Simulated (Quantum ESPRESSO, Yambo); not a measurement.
# A GW chain in Yambo: TiO2 (Rutile), part 3 of 3

Aim: the G0W0 gap of TiO2 (Rutile) on PBE, step by step.

Quantum ESPRESSO 7.5 and Yambo 5.3.0; PBE and many-body steps on it, plane waves. Known limits of the many-body steps: not at the basis limit; coarse k mesh.

So far. Step 3 (Bands along the symmetry lines): The gap is 1.917 eV, as in the run before at this level. Step 4 (Empty states on the mesh, 4×4×4 mesh, 89 bands): On this mesh the gap is 1.917 eV.

### 6. Screening and self-energy, 4×4×4 mesh, 89 bands, screening to 95.2 eV

G0W0 replaces the xc potential by the self-energy, built once from these orbitals. Only a window of levels is corrected, while the sums run over the empty bands that the input names.

This step: G0W0 on PBE, plane waves, norm-conserving pseudopotentials.

Contents of gw1.in:

```
HF_and_locXC
gw0
dyson
ppa
em1d
rim_cut
RandQpts= 1000000
RandGvec= 1 RL
EXXRLvcs= 76 Ry
VXCRLvcs= 304 Ry
Chimod= "HARTREE"
% BndsRnXp
 1 | 89 |
%
NGsBlkXp= 7 Ry
% LongDrXp
 1 | 1 | 1 |
%
% GbndRnge
 1 | 89 |
%
DysSolver= "n"
ExtendOut
PPAPntXp= 27.21138 eV
% QPkrange
 1 | 21 | 15 | 32 |
%
```

On the command line:

```sh
$ OMP_NUM_THREADS=1 mpirun -n 4 yambo -F gw1.in -J gw1 -C gw1 > gw1.log
```

Output:

```text
 Yambo, version 5.3.0

 [02] CORE Variables Setup
 =========================

  [... cell, symmetries and grids as in the set-up ...]

  [02.05] Energies & Occupations
  ==============================

  [X] === General ===
  [X] Electronic Temperature                        :  0.000000  0.000000 [eV K]
  [X] Bosonic    Temperature                        :  0.000000  0.000000 [eV K]
  [X] Finite Temperature mode                       : no
  [X] El. density                                   :  0.76964E+24 [cm-3]
  [X] Fermi Level                                   :  9.160422 [eV]

  [X] === Gaps and Widths ===
  [X] Conduction Band Min                           :  1.916629 [eV]
  [X] Valence Band Max                              :  0.000000 [eV]
  [X] Filled Bands                                  :  24
  [X] Empty Bands                                   :   25   89
  [X] Direct Gap                                    :  1.916629 [eV]
  [X] Direct Gap localized at k                     :  1
  [X] Indirect Gap                                  :  1.916629 [eV]
  [X] Indirect Gap between kpts                     :  1  1
  [X] Last valence band width                       :  1.613133 [eV]
  [X] 1st conduction band width                     :  1.090839 [eV]

 [03] Transferred momenta grid and indexing
 ==========================================

 IBZ Q-points                                      :  21
 BZ  Q-points                                      :   64

 K/Q-points units:
 rlu = crystal or reduced units; cc = cartesian coordinates; iku = interal k-units

 Q [ 1]         [rlu]:  0.000000  0.000000  0.000000
 Q [ 2]         [rlu]:  0.000000  0.000000  0.250000
 Q [ 3]         [rlu]:  0.000000  0.000000 -0.500000
 Q [ 4]         [rlu]:  0.000000  0.250000  0.000000
 Q [ 5]         [rlu]:  0.000000  0.250000  0.250000
 Q [ 6]         [rlu]:  0.000000  0.250000 -0.500000
 Q [ 7]         [rlu]:  0.000000 -0.500000  0.000000
 Q [ 8]         [rlu]:  0.000000 -0.500000  0.250000
 Q [ 9]         [rlu]:  0.000000 -0.500000 -0.500000
 Q [10]         [rlu]:  0.250000  0.250000  0.000000
     [... 9 further rows ...]
 Q [20]         [rlu]: -0.250000  0.250000 -0.250000
 Q [21]         [rlu]: -0.250000  0.250000  0.500000

 [04] Coloumb potential Random Integration (RIM)
 ===============================================

  [04.01] RIM initialization
  ==========================

  * Diagonal components only detected *

  8 x (sBL volume)        :  0.073672 [a.u.]
  sBZ random points       :  1000000
  Points outside the sBZ  :   7992674
  RL volume               :  0.589375 [a.u.]
  Integrated volume       :  0.589915 [a.u.]

  [04.02] RIM integrals
  =====================

  Gamma point sphere radius             :  0.076042 [a.u.]
  Points outside the sphere             :   799882
  [Int_sBZ(q=0) 1/q^2]*(Vol_sBZ)^(-1/3) =:  7.512903
                                 should be <:  7.795600

  Summary of Coulomb integrals for non-metallic bands |Q|[au] RIM/Bare

  Q [1] 0.100000E-4 0.963736 * Q [4] 0.181009 0.939052
  Q [10] 0.255985 0.985952 * Q [19] 0.255985 0.986737
  Q [2] 0.281068 1.188993 * Q [5] 0.334310 1.095331
  Q [7] 0.362018 0.990090 * Q [11] 0.380168 1.056150
  Q [20] 0.380168 1.057463 * Q [13] 0.404748 0.994037
  Q [8] 0.458319 1.024774 * Q [14] 0.492768 1.018420
  Q [16] 0.511971 0.997230 * Q [3] 0.562135 1.047009
  Q [17] 0.584049 1.008928 * Q [6] 0.590559 1.038534
  Q [12] 0.617677 1.032084 * Q [21] 0.617677 1.031746
  Q [9] 0.668620 1.023519 * Q [15] 0.692689 1.020365
  Q [18] 0.760336 1.014142

 [05] Dipoles
 ============

  [05.01] Setup: observables and procedures
  =========================================

  [WARNING] [x,Vnl] slows the Dipoles computation. To neglect it rename the ns.kb_pp file

 [06] Dynamic Dielectric Matrix (PPA)
 ====================================

 [WR./gw1//ndb.pp]---------------------------------------------------------------
  Brillouin Zone Q/K grids (IBZ/BZ)                :   21   64   21   64
  RL vectors                                       :   6025 [WF]
  Coulomb cutoff potential                         : none
  Electronic Temperature                           :  0.000000 [K]
  Bosonic    Temperature                           :  0.000000 [K]
  PPA    diel. fun.  energies                      : Perdew, Burke & Ernzerhof(X)+Perdew, Burke & Ernzerhof(C)
  wavefunctions                                    : Perdew, Burke & Ernzerhof(X)+Perdew, Burke & Ernzerhof(C)
  Global Gauge                                     : length
  X matrix size                                    :  145
  X band range                                     :    1   89
  X e/h energy range                               : -1.000000 -1.000000 [eV]
  X Time ordering                                  : R
  X Hxc Kernel                                     : HARTREE
  X Drude frequency                                :  0.000000  0.000000
  X poles                                          :  100.0000 [o/o]
  RL vectors in the sum                            :   6025
  [r,Vnl] included                                 : yes
  Field direction                                  :  0.577350E-5  0.577350E-5  0.577350E-5
  BZ energy Double Grid                            : no
  BZ energy DbGd points                            : 0
  BZ Q point size factor                           : -1.000000
  X Optical Averaged directions                    : none

 [07] Local Exchange-Correlation + Non-Local Fock
 ================================================

 [VXC] Plane waves :   37691
 [EXS] Plane waves :   4695

 QP @ state[ 1 ] K range:   1  21
 QP @ state[ 1 ] b range:   15   32

 [xc] Functional : Perdew, Burke & Ernzerhof(X)+Perdew, Burke & Ernzerhof(C)
 [xc] LIBXC used to calculate xc functional
  PP Number of Atomic Species                      :  2
  NLCC RL compoments                               :   37691
  PP Number of Atomic Species                      :  2
  NLCC RL compoments                               :   37691

 [xc] E_xc :  -28.60751 [Ha]
      E_xc :  -57.21501 [Ry]

  Local XC kind (lXC) : Perdew, Burke & Ernzerhof(X)+Perdew, Burke & Ernzerhof(C)
  Non-Local XC kind (nlXC) : Hartree-Fock

  Corrections @ K [1] :  [eV]
 <15|nlXC|15> = -21.82735 -0.47138E-17 <15|lXC|15> = -15.89010 -0.11329E-14
 <16|nlXC|16> = -24.74056  0.49201E-17 <16|lXC|16> = -19.65468 -0.75527E-15
 <17|nlXC|17> = -24.74109 -0.14430E-17 <17|lXC|17> = -19.65427 -0.18882E-15
 <18|nlXC|18> = -24.16608  0.64484E-17 <18|lXC|18> = -18.74350  0.000000
 <19|nlXC|19> = -24.16667  0.18917E-16 <19|lXC|19> = -18.74350  0.94408E-16
 <20|nlXC|20> = -24.95940  0.29078E-19 <20|lXC|20> = -19.68382  0.37763E-15
 <21|nlXC|21> = -25.45127  0.32428E-17 <21|lXC|21> = -20.80430  0.37763E-15
 <22|nlXC|22> = -25.15063 -0.21879E-17 <22|lXC|22> = -20.67194  0.75527E-15
 <23|nlXC|23> = -25.15085  0.97187E-17 <23|lXC|23> = -20.67197  0.000000
 <24|nlXC|24> = -25.08229  0.12258E-16 <24|lXC|24> = -20.44845  0.000000
[...]
Corrections @ K [2] :  [eV]
[...]
Corrections @ K [3] :  [eV]
[...]
Corrections @ K [4] :  [eV]
[...]
Corrections @ K [5] :  [eV]
[...]
[... 15 further k-points ...]
  Corrections @ K [21] :  [eV]
[...]
<28|nlXC|28> = -12.30997 -0.24020E-17 <28|lXC|28> = -21.62902  0.14161E-15
 <29|nlXC|29> = -13.37393  0.10997E-17 <29|lXC|29> = -21.25886  0.94408E-16
 <30|nlXC|30> = -13.58498  0.19115E-17 <30|lXC|30> = -22.03808  0.17702E-15
 <31|nlXC|31> = -14.75480  0.30979E-18 <31|lXC|31> = -23.15043  0.37763E-15
 <32|nlXC|32> = -14.63061  0.10065E-17 <32|lXC|32> = -23.01128 -0.94408E-16

  [07.01] Hartree-Fock occupations report
  =======================================

  [Hartree-Fock] === General ===
  [Hartree-Fock] Electronic Temperature             :  0.000000  0.000000 [eV K]
  [Hartree-Fock] Bosonic    Temperature             :  0.000000  0.000000 [eV K]
  [Hartree-Fock] Finite Temperature mode            : no
  [Hartree-Fock] El. density                        :  0.76964E+24 [cm-3]
  [Hartree-Fock] Fermi Level                        :  9.160422 [eV]

  [Hartree-Fock] === Gaps and Widths ===
  [Hartree-Fock] Conduction Band Min                :  9.732434 [eV]
  [Hartree-Fock] Valence Band Max                   : -4.633838 [eV]
  [Hartree-Fock] Filled Bands                       :  24
  [Hartree-Fock] Empty Bands                        :   25   89
  [Hartree-Fock] Direct Gap                         :  14.61071 [eV]
  [Hartree-Fock] Direct Gap localized at k          :  1
  [Hartree-Fock] Indirect Gap                       :  14.36627 [eV]
  [Hartree-Fock] Indirect Gap between kpts          :   1  21
  [Hartree-Fock] Last valence band width            :  1.865330 [eV]
  [Hartree-Fock] 1st conduction band width          :  1.396133 [eV]

 [08] Dyson equation: Newton solver
 ==================================

  [08.01] G0W0 (W PPA)
  ====================

  [  GW  ] Bands range     :    1   89
  [GW/PPA] G damping       :  0.100000 [eV]

  QP @ state[ 1 ] K range:   1  21
  QP @ state[ 1 ] b range:   15   32

   Sc/G bands                                       :    1   89
   Sc/G damping                                     :  0.100000 ev
   Sc bands terminator                              : no
   Sx RL components                                 :   4695

   QP @ state[ 1 ] K range                          :   1  21
   QP @ state[ 1 ] b range                          :   15   32
   GF energies kind                                 : Perdew, Burke & Ernzerhof(X)+Perdew, Burke & Ernzerhof(C)
   GF WF`s kind                                     : Perdew, Burke & Ernzerhof(X)+Perdew, Burke & Ernzerhof(C)
   Xs energies kind                                 : Perdew, Burke & Ernzerhof(X)+Perdew, Burke & Ernzerhof(C)
   Xs WF`s kind                                     : Perdew, Burke & Ernzerhof(X)+Perdew, Burke & Ernzerhof(C)

 [11] Game Over & Game summary
```

Run time: 13 min. Hardware: 4 MPI ranks of Arm Neoverse V2, shared host; peak memory 3.6 GiB.

Numbers from this step:

- G0W0 gap on the mesh: 3.317 eV
- starting gap on the mesh: 1.917 eV
- k of the valence top: 0, 0, 0
- k of the conduction bottom: 0, -0.5, -0.5
- least direct G0W0 gap on the computed points: 3.401 eV
- Z at the valence top: 0.7620
- Z at the conduction bottom: 0.7723

The gap on the mesh goes from 1.92 eV to 3.32 eV, a correction of +1.40 eV.

Limits: finite bands, cutoff and mesh; coarse k mesh. v1 is the top filled band, c1 the lowest empty one. The levels before and after the correction (eV, zero at the valence-band top of each column):

|  | conduction bottom | valence top |
| --- | --- | --- |
| Kohn-Sham | 1.92 | 0.00 |
| G0W0 | 3.32 | 0.00 |

```
                         level  energy (eV)
Kohn-Sham              Γ v3-v2       -0.452
Kohn-Sham                 Γ v1        0.000
Kohn-Sham                 Γ c1        1.917
Kohn-Sham                 Γ c2        2.219
Kohn-Sham                 Γ c3        2.453
Kohn-Sham     (0 -0.5 -0.5) v3       -2.038
Kohn-Sham  (0 -0.5 -0.5) v2-v1       -1.032
Kohn-Sham  (0 -0.5 -0.5) c1-c2        1.953
Kohn-Sham     (0 -0.5 -0.5) c3        3.240
     G0W0              Γ v3-v2       -0.474
     G0W0                 Γ v1        0.000
     G0W0                 Γ c1        3.401
     G0W0                 Γ c2        3.595
     G0W0                 Γ c3        3.921
     G0W0     (0 -0.5 -0.5) v3       -2.262
     G0W0  (0 -0.5 -0.5) v2-v1       -1.213
     G0W0  (0 -0.5 -0.5) c1-c2        3.318
     G0W0     (0 -0.5 -0.5) c3        4.906
```

### 7. Where the time went

Times are wall times on the hardware named with each run, good to a factor of about two.

| step | time | share | memory (GiB) |
| --- | --- | --- | --- |
| ground state | 29 s | 4 % | 0.37 |
| bands along the symmetry lines | 10 s | 1 % | 0.27 |
| empty states on the mesh | 14 s | 2 % | 0.36 |
| conversion and set-up | 2.3 s | 0 % | 0.25 |
| screening and self-energy | 13 min | 93 % | 3.6 |

### 8. Summary of results

| Item | Value |
| --- | --- |
| PBE gap | 1.92 eV, direct |
| G0W0 gap on the mesh | 3.32 eV |
| GW settings | 4×4×4 mesh, 89 bands, screening to 95.2 eV, Godby-Needs plasmon pole |
| known limits | not at the basis limit; coarse k mesh |

**Reading.** G0W0 moves the gap on the mesh from 1.92 eV to 3.32 eV (+1.40 eV), with Z of 0.76 and 0.77 at the edges. G0W0 makes the gap indirect: the least direct gap computed is 3.40 eV. The dearest step here is «screening and self-energy». Against experiment, by G0W0@PBE: the gap of 3.32 eV lies +0.04 eV from the measured 3.28 eV (optical, 2023); the gap of 3.32 eV lies +0.23 eV from the measured 3.09 ± 0.06 eV (indirect, on SiO2 (quartz particles), 2024); the gap of 3.32 eV lies +0.29 eV from the measured 3.03 eV (kind not stated, quoted 2016); the gap of 3.32 eV lies +0.27 eV from the measured 3.05 eV (kind not stated, quoted 2021). An exciton line or allowed optical edge lies below the quasiparticle gap by the binding energy; a forbidden edge can push the onset above it. The calculation has static nuclei and no excitons; a measured gap holds zero-point and thermal motion, which mostly lowers it. Bands and cutoff are finite, so the gap is not at the basis limit. The miss can reach some tenths of an eV and take either sign; the mesh is an error of its own. The 4×4×4 mesh is coarse for this cell, which bears on the long-range parts of exchange and screening.

[Paths, hosts, dates, memory and timing lines, banners, echoed tables and standing remarks are left out of the program output.]

[Logs are printed without paths, hosts, clocks, repeated set-up lines and the standing remarks that a program may print on its own settings, such as how far it seeks lower states.]

[Runs of the session that timed out or met a known fault of the program may be left out.]

[Hosts, paths, dates, database ids (printed as entryN), source tags and the programs' standing remarks are cut or masked in the printed files.]
